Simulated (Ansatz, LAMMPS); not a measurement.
# Settings and their price: liquid (Li,Cs)F at 1200 K (134 atoms)

Density of this cell: 3.09 g/cm³. The cell holds 134 atoms: 24 Li, 43 Cs and 67 F. Its edges and angles: a = 15.668 Å, b = 15.668 Å, c = 15.668 Å, α = 90.0°, β = 90.0°, γ = 90.0°. 134 atoms (24 Li, 43 Cs, 67 F) placed at random at 3.09 g/cm³, melted at 1800 K for 10 ps at fixed volume with the Lennard-Jones and Coulomb ion parameters for SPC/E (Joung and Cheatham, J. Phys. Chem. B 112, 9020 (2008)), full charges. Snapshot at the end of a hold of 20 ps at 1200 K and fixed volume.

Geometry: as built.

Reference run: Kohn-Sham DFT, PBE, PAW (set soft_2), plane waves (Ansatz 0.2.0), cutoff 420 eV, Γ point, fixed occupations.

| Property | Result |
| --- | --- |
| r.m.s. force component | 0.4971 eV/Å |
| pressure | -0.6631 GPa |
| gap (highest filled to lowest empty level) | 3.674 eV |
| SCF cycles | 10 |
| time | 65 s on 8 threads of Arm Neoverse V2, shared host |

**Question.** The same geometry is run again with each of these changes. How far do the results move, and how long does each run take?
- support functions low
- support functions medium
- support functions medium, radius 4.32 Å
- crystal.symmetry.detect = false and scf.n_extra_bands = 8

Differences are against the plane-wave reference (Kohn-Sham DFT, PBE, PAW (set soft_2), plane waves), whose r.m.s. force component is 0.497 eV/Å. Energies are set beside the reference only for runs with its functional, potentials and electron count. Times are for 8 threads of Arm Neoverse V2, shared host. The reference's time includes the DOS, ELF, the stress and grids, which some other runs skip.

| run | Δ force, r.m.s. (meV/Å) | share of r.m.s. force (%) | Δ energy (meV/atom) | Δ pressure (GPa) | Δ gap (eV) | cycles | time | host memory (GiB) |
| --- | --- | --- | --- | --- | --- | --- | --- | --- |
| reference | - | - | - | - | - | 10 | 65 s | 5.6 |
| support functions low | 0.424 | 0.0853 | -3.91 | - | -0.0018 | 18 | 3.2 min | 8.0 |
| support functions medium | 0.406 | 0.0817 | -3.91 | - | -0.0011 | 20 | 3.4 min | 8.6 |
| support functions medium, radius 4.32 Å | 0.425 | 0.0856 | -3.91 | - | -0.0014 | 20 | 3.3 min | 8.1 |
| crystal.symmetry.detect = false and scf.n_extra_bands = 8 | 0.004 | 9.0e-4 | - | 0 | 0 | 12 | 59 s | 5.2 |

Among numerical settings the force difference runs from 0.004 meV/Å (crystal.symmetry.detect = false and scf.n_extra_bands = 8) to 0.42 meV/Å (support functions medium, radius 4.32 Å). At 134 atoms the fastest of the runs at a preset level, support functions low, takes roughly 3.0 times the time of plane waves (whose run also made extra analyses, so the like-for-like ratio is larger), in 18 SCF cycles against 10. Differences between support functions and plane waves include what basis error the plane-wave run still has. The force difference hardly changes among these support-function runs, which points to the basis of the plane-wave reference as its main source. 

[Hosts, paths, dates, database ids (printed as entryN), source tags and the programs' standing remarks are cut or masked in the printed files.]
